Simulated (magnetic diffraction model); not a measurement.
**Moment size from magnetic intensity in FeTeIO3**

Space group P2_1/c (no. 14), a = 5.6950 Å, b = 5.8790 Å, c = 14.1490 Å, β = 105.71°.

| site | atom | x | y | z |
| --- | --- | --- | --- | --- |
| 4e | I | 0.2277 | 0.5667 | 0.0107 |
| 4e | Te | 0.3148 | 0.3152 | 0.3312 |
| 4e | Fe | 0.1127 | 0.2447 | 0.0729 |
| 4e | O | 0.0717 | 0.4196 | 0.1993 |
| 4e | O | 0.1334 | 0.4318 | 0.4286 |
| 4e | O | 0.5407 | 0.6101 | 0.3418 |

This is a made-up structure (elements placed in a structure type, unrelaxed), so the numbers test the method and describe no known phase.

Only Fe is taken to order (form factors of Fe3+); orders and moment sizes are assumed, and not adapted to the symmetry. Radiation: neutrons of λ = 2.0775 Å, 5° to 30°; isotropic B of 0.4 Å² (I), 0.36 Å² (Te), 0.53 Å² (Fe) and 0.75 Å² (O). The intensities are simulated: I ∝ L Σ (|F_N|² + |F_M⊥|²) for unpolarised neutrons, with F_M = 2.695 fm/μB × Σ f(s) S exp(2πi Q·r) exp(−B s²) at Q = H ± k (one set where k and −k are equivalent), only the part normal to Q counting and L = 1/(sin²θ cos θ). For collinear order S is the moment m, which repeats by lattice and centring translations R with the sign exp(−2πi k·R). Form factors are spin-only for 3d ions and dipole or tabulated for f ions, scattering lengths are Sears's of 1992, and absorption is left out. A label names one of the reflections at its angle. The strongest nuclear line in the range is 100, and lines under 0.2 are left out.

In a first state the assumed order is k = (1/2 1/2 1/2), collinear moments along [001], 4.37 μB on Fe; signs + at (0.1127, 0.2447, 0.0729), + at (0.8873, 0.7447, 0.4271), − at (0.8873, 0.7553, 0.9271), − at (0.1127, 0.2553, 0.5729), with this pattern:

```tsv
2θ (°)	index	nuclear	magnetic
14.66	(1/2 1/2 -1/2)	0.0	163.3
16.34	(1/2 1/2 1/2)	0.0	129.6
17.55	(0 0 2)	38.6	0.0
17.82	(1/2 1/2 -3/2)	0.0	57.8
21.79	(1/2 1/2 3/2)	0.0	47.6
21.84	(1 0 0)	100.0	0.0
22.19	(0 1 1)	11.2	0.0
24.03	(1/2 1/2 -5/2)	0.0	13.1
24.08	(1 0 -2)	53.3	0.0
27.00	(0 1 2)	54.2	0.0
29.05	(1/2 -1/2 5/2)	0.0	17.0
29.57	(1 1 -1)	55.8	0.0
```

**Question.** Nearer the ordering temperature the line at 14.66° has total intensity 80.0 on the same scale, and all moments have shrunk alike. How large is the Fe moment?

The nuclear part, 0.0, stays, so the magnetic part is 80.0 against 163.3. It goes as m², so m = 4.37 × √(80.0/163.3) = 3.06 μB; the value used was 3.06 μB.

[Logs are printed without paths, hosts, clocks, repeated set-up lines and the standing remarks that a program may print on its own settings, such as how far it seeks lower states.]
